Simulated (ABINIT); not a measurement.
## Quasiparticle gap of LiHF2 (R-3m) in ABINIT

How does a plane-wave GW calculation on LiHF2 (R-3m) run from the first input to the gap?

Calculated with ABINIT 10.8.3; LDA and many-body steps on it, plane waves.

### Step 1. Starting point

Symmetry: R-3m, No. 166, trigonal system. The conventional cell has a = 2.934 Å, b = 2.934 Å, c = 13.100 Å, α = 90.00°, β = 90.00°, γ = 120.00°. Nearest to Li lie 6 F at 1.99 Å. H has 2 F at 1.14 Å nearest. F has 1 H at 1.14 Å and 3 Li at 1.99 Å nearest. Farther neighbours and most contacts between anions are not listed.

The cell and positions are those that the Materials Project relaxed with its own functionals (PBE, PBE+U or r2SCAN), kept fixed.

### Step 2. Ground state

This step: ABINIT 10.8.3; DFT, LDA, plane waves, norm-conserving pseudopotentials.

The ground-state density comes first.

run.abi reads:

```
acell 3*1.0 Angstrom
rprim 
  1.466983587415 0.846963369091 4.366688724100
  -1.466983587415 0.846963369091 4.366688724100
  0.000000000000 -1.693926738182 4.366688724100
ntypat 3
znucl 3 1 9
natom 4
typat 1 2 3 3
xred 
  0.000000000000 0.000000000000 0.000000000000
  0.500000000000 0.500000000000 0.500000000000
  0.413301880000 0.413301880000 0.413301880000
  0.586698120000 0.586698120000 0.586698120000
pp_dirpath "pseudos"
pseudos "Li.upf, H.upf, F.upf"
ecut 36
ngkpt 8 8 8
nshiftk 1
shiftk 0 0 0
kptopt 1
chksymbreak 0
nband 15
occopt 1
tolvrs 1e-10
nstep 60
prtwf 0
optforces 0
optstress 0
indata_prefix "in"
outdata_prefix "out"
tmpdata_prefix "tmp"
```

Command:

```sh
$ OMP_NUM_THREADS=1 mpirun -n 4 abinit run.abi > log
```

Numbers of over 12 decimals in the logs are rounded to 6 here.

The log of the run:

```text
.Version 10.8.3 of ABINIT. v10.8.2 released Aug 2026.

 Symmetries : space group R-3 m (#166); Bravais hR (rhombohedral)
================================================================================
 Values of the parameters that define the memory need of the present run
     intxc =       0    ionmov =       0      iscf =       7    lmnmax =       5
     lnmax =       5     mgfft =      48  mpssoang =       3    mqgrid =    3001
     natom =       4  nloc_mem =       1    nspden =       1   nspinor =       1
    nsppol =       1      nsym =      12    n1xccc =    2501    ntypat =       3
    occopt =       1   xclevel =       1
-    mband =          15        mffmem =           1         mkmem =          17
       mpw =        2295          nfft =      110592          nkpt =          65
================================================================================
  Rough estimation (10% accuracy) of disk space for files :
================================================================================

--------------------------------------------------------------------------------
------------- Echo of variables that govern the present computation ------------
--------------------------------------------------------------------------------
 -outvars: echo values of preprocessed input variables --------
            acell      1.8897261259E+00  1.8897261259E+00  1.8897261259E+00 Bohr

      chksymbreak           0
             ecut      3.60000000E+01 Hartree
-          fftalg         312

              ixc       -1012
              kpt      0.00000000E+00  0.00000000E+00  0.00000000E+00
                       1.25000000E-01  0.00000000E+00  0.00000000E+00
                       2.50000000E-01  0.00000000E+00  0.00000000E+00
                       3.75000000E-01  0.00000000E+00  0.00000000E+00
                       5.00000000E-01  0.00000000E+00  0.00000000E+00
                       1.25000000E-01  1.25000000E-01  0.00000000E+00
                       2.50000000E-01  1.25000000E-01  0.00000000E+00
                       3.75000000E-01  1.25000000E-01  0.00000000E+00
                       5.00000000E-01  1.25000000E-01  0.00000000E+00
   [... 39 further rows ...]
                       5.00000000E-01  2.50000000E-01  2.50000000E-01
                      -3.75000000E-01  2.50000000E-01  2.50000000E-01
                       outvar_i_n : Printing only first  50 k-points.
         kptrlatt        8    0    0      0    8    0      0    0    8
          kptrlen      4.43551554E+01
P           mkmem          17
            natom           4
            nband          15
            ngfft          48      48      48
             nkpt          65
            nstep          60
             nsym          12
           ntypat           3
              occ      2.000000  2.000000  2.000000  2.000000  2.000000  2.000000
                       2.000000  2.000000  2.000000  0.000000  0.000000  0.000000
[...]
optforces           0
        optstress           0
            prtwf           0
            rprim      1.4669835874E+00  8.4696336909E-01  4.3666887241E+00
[...]
spgroup         166

           tolvrs      1.00000000E-10

             xred      0.0000000000E+00  0.0000000000E+00  0.0000000000E+00
[...]
znucl        3.00000    1.00000    9.00000

================================================================================

 chkinp: Checking input parameters for consistency.

================================================================================
== DATASET  1 ==================================================================
-   mpi_nproc: 4, omp_nthreads: 1 (-1 if OMP is not activated)

--- !DatasetInfo
iteration_state: {dtset: 1, }
dimensions: {natom: 4, nkpt: 65, mband: 15, nsppol: 1, nspinor: 1, nspden: 1, mpw: 2295, }
cutoff_energies: {ecut:  36.0, pawecutdg:  -1.0, }
electrons: {nelect:   1.80000000E+01, charge:   0.00000000E+00, occopt:   1.00000000E+00, tsmear:   1.00000000E-02, }

 Real(R)+Recip(G) space primitive vectors, cartesian coordinates (Bohr,Bohr^-1):
 R(1)=  2.7721972  1.6005288  8.2518458  G(1)=  0.1803623  0.1041323  0.0403950
 R(2)= -2.7721972  1.6005288  8.2518458  G(2)= -0.1803623  0.1041323  0.0403950
 R(3)=  0.0000000 -3.2010576  8.2518458  G(3)=  0.0000000 -0.2082645  0.0403950
 Unit cell volume ucvol=  2.1967972E+02 bohr^3
 Angles (23,13,12)=  3.65053538E+01  3.65053538E+01  3.65053538E+01 degrees

 getcut: wavevector=  0.0000  0.0000  0.0000  ngfft=  48  48  48
         ecut(hartree)=     36.000   => boxcut(ratio)=   2.00844

--- Pseudopotential description ------------------------------------------------
- Li Generated using ONCVPSP code by D. R. Hamann
-  3.00000   3.00000  180309                  znucl, zion, pspdat
12 -1012 1 -1 1944                            pspcod,pspxc,lmax,lloc,mmax
     nproj     2     2     0
  pspatm : epsatm=    2.61415252
         --- l  ekb(1:nproj) -->
[...]
pspatm: atomic psp has been read  and splines computed

- H Generated using ONCVPSP code by D. R. Hamann
-  1.00000   1.00000  180309                  znucl, zion, pspdat
12 -1012 1 -1 1180                            pspcod,pspxc,lmax,lloc,mmax
     nproj     2     1     0
  pspatm : epsatm=    0.35439867
         --- l  ekb(1:nproj) -->
[...]
1   -0.275071
 pspatm: atomic psp has been read  and splines computed

- F Generated using ONCVPSP code by D. R. Hamann
-  9.00000   7.00000  201202                  znucl, zion, pspdat
12 -1012 2 -1 824                             pspcod,pspxc,lmax,lloc,mmax
     nproj     2     2     1
  pspatm : epsatm=    4.94580260
         --- l  ekb(1:nproj) -->
[...]
2   -2.364936
 pspatm: atomic psp has been read  and splines computed

   2.31482815E+02                                ecore*ucvol(ha*bohr**3)
--------------------------------------------------------------------------------

_setup2: Arith. and geom. avg. npw (full set) are    2266.322    2266.297

================================================================================

--- !BeginCycle
iteration_state: {dtset: 1, }
solver: {iscf: 7, nstep: 60, nline: 4, wfoptalg: 0, }
tolerances: {tolvrs: 1.00E-10, }

     iter   Etot(hartree)      deltaE(h)  residm     vres2
 ETOT  1  -56.940477009742    -5.694E+01 6.753E-02 5.208E+02
 ETOT  2  -56.976643871723    -3.617E-02 1.106E-02 2.476E+02
 ETOT  3  -57.023454487339    -4.681E-02 7.004E-03 1.474E+01
 ETOT  4  -57.024521615170    -1.067E-03 1.451E-03 3.646E-01
 ETOT  5  -57.024530199311    -8.584E-06 1.285E-03 5.086E-03
 ETOT  6  -57.024530616473    -4.172E-07 4.249E-04 7.104E-05
 ETOT  7  -57.024530622123    -5.650E-09 2.788E-04 1.675E-06
 ETOT  8  -57.024530622181    -5.782E-11 2.917E-04 8.737E-08
 ETOT  9  -57.024530622187    -6.615E-12 1.363E-04 1.979E-10
 ETOT 10  -57.024530622183     4.299E-12 9.746E-05 5.782E-12

 At SCF step   10       vres2   =  5.78E-12 < tolvrs=  1.00E-10 =>converged.

--- !ResultsGS
iteration_state: {dtset: 1, }
comment   : Summary of ground state results
lattice_vectors:
- [  2.7721972,   1.6005288,   8.2518458, ]
- [ -2.7721972,   1.6005288,   8.2518458, ]
- [  0.0000000,  -3.2010576,   8.2518458, ]
lattice_lengths: [   8.85097,    8.85097,    8.85097, ]
lattice_angles: [ 36.505,  36.505,  36.505, ] # degrees, (23, 13, 12)
lattice_volume:   2.1967972E+02
convergence: {deltae:  4.299E-12, res2:  5.782E-12, residm:  9.746E-05, diffor:  0.000E+00, }
etotal    :  -5.70245306E+01
entropy   :   0.00000000E+00
fermie    :  -1.01567084E-01
cartesian_stress_tensor: null
pressure_GPa: null
xred      :
- [  0.0000E+00,   0.0000E+00,   0.0000E+00, Li]
- [  5.0000E-01,   5.0000E-01,   5.0000E-01,  H]
- [  4.1330E-01,   4.1330E-01,   4.1330E-01,  F]
- [  5.8670E-01,   5.8670E-01,   5.8670E-01,  F]
cartesian_forces: null
force_length_stats: {min: null, max: null, mean: null, }

 Integrated electronic density in atomic spheres:
 ------------------------------------------------
 Atom  Sphere_radius  Integrated_density
[...]
4        2.00000          7.13239237
================================================================================

 ----iterations are completed or convergence reached----

 Mean square residual over all n,k,spin=   32.743E-08; max=  97.459E-06
 reduced coordinates (array xred) for    4 atoms
       0.000000000000      0.000000000000      0.000000000000
       0.500000000000      0.500000000000      0.500000000000
       0.413301880000      0.413301880000      0.413301880000
       0.586698120000      0.586698120000      0.586698120000
 rms dE/dt=  0.0000E+00; max dE/dt=  0.0000E+00; dE/dt below (all hartree)
    1       0.000000000000      0.000000000000      0.000000000000
    2       0.000000000000      0.000000000000      0.000000000000
    3       0.000000000000      0.000000000000      0.000000000000
    4       0.000000000000      0.000000000000      0.000000000000

 cartesian coordinates (angstrom) at end:
    1      0.000000     0.000000     0.000000
    2     -0.000000    -0.000000     6.550033
    3     -0.000000     0.000000     5.414282
    4     -0.000000     0.000000     7.685784
 length scales=  1.889726125908  1.889726125908  1.889726125908 bohr
              =  1.000000000000  1.000000000000  1.000000000000 angstroms
 prteigrs : about to open file out_EIG
 Fermi (or HOMO) energy (hartree) =  -0.10157   Average Vxc (hartree)=  -0.36686
 Eigenvalues (hartree) for nkpt=  65  k points:
 kpt#   1, nband= 15, wtk=  0.00195, kpt=  0.0000  0.0000  0.0000 (reduced coord)
  -1.54511   -0.86242   -0.80642   -0.31406   -0.11654   -0.11654   -0.11380   -0.10904
  -0.10904    0.19618    0.36890    0.51640    0.58138    0.63051    0.63051
 prteigrs : prtvol=0 or 1, do not print more k-points.

--- !EnergyTerms
iteration_state     : {dtset: 1, }
comment             : Components of total free energy in Hartree
kinetic             :  3.80916663956128E+01
hartree             :  1.74391764004877E+01
xc                  : -1.28042548776419E+01
Ewald energy        : -3.43368924625238E+01
psp_core            :  1.05372864235170E+00
local_psp           : -5.64306308917524E+01
non_local_psp       : -1.00373238287172E+01
total_energy        : -5.70245306221831E+01
total_energy_eV     : -1.55171652825600E+03
band_energy         : -8.39545649691817E+00

== END DATASET(S) ==============================================================
================================================================================

 -outvars: echo values of variables after computation  --------
           etotal     -5.7024530622E+01
            nband          15
             nkpt          65
          spgroup         166
 [... the other variables as echoed above ...]

 Calculation completed.
```

The job ended after 30 s (4 MPI ranks of Arm Neoverse V1, shared host; peak memory 0.36 GiB; 2 min of CPU time).

Numbers from this step:

- total energy: -1551.7165 eV
- gap: 8.102 eV
- k of the valence top: 0.5, 0.5, 0.5
- k of the conduction bottom: 0, 0, 0
- least direct gap: 8.305 eV

The gap is indirect, with the least direct gap 0.20 eV higher.

[end of part 1 of 3]

[Paths, hosts, dates, memory and timing lines, banners, echoed tables and standing remarks are left out of the program output.]

[Logs are printed without paths, hosts, clocks, repeated set-up lines and the standing remarks that a program may print on its own settings, such as how far it seeks lower states.]

[Runs of the session that timed out or met a known fault of the program may be left out.]

[Hosts, paths, dates, database ids (printed as entryN), source tags and the programs' standing remarks are cut or masked in the printed files.]

[G0W0 gaps are taken among the corrected bands and points alone; a level outside them can change the order at an edge.]

[Where Ansatz stands beside ABINIT at settings called matched, ABINIT's density can come from a denser mesh and the files from another edition; pairs whose starting gaps differed by over 0.03 eV were left out, so agreement reads better than it is.]
